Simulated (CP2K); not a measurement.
The O K edge of 1,3-dioxolane was computed by TDDFT (CP2K XAS_TDP, aug-cc-pVDZ, TDA) at these levels: PBEh(45%), PBEh(45%) + GW2X and PBEh(60%). The first three lines of O3 (bonded to 2 C) with a strength over 0.0015, energy in eV and strength:

| run | first | second | third |
| --- | --- | --- | --- |
| 1 | 531.73 (0.021) | 531.84 (0.007) | 532.30 (0.022) |
| 2 | 537.63 (0.049) | 538.20 (0.032) | 538.82 (0.006) |
| 3 | 536.63 (0.021) | 536.74 (0.007) | 537.20 (0.022) |

Which run is which?

Run 1: PBEh(45%) (45 % exact exchange). Run 2: PBEh(60%) (60 % exact exchange). Run 3: PBEh(45%) + GW2X (45 % exact exchange). Self-interaction lifts the core level, so the uncorrected lines rise with the share of exact exchange. The GW2X run keeps the spacings of its parent: 0.11 eV between the first two lines in run 3, 0.11 eV in run 1. Its shift is +4.90 eV, since the Kohn–Sham level at this share of exchange lies that far above the quasiparticle level.

[Hosts, paths, dates, database ids (printed as entryN), source tags and the programs' standing remarks are cut or masked in the printed files.]
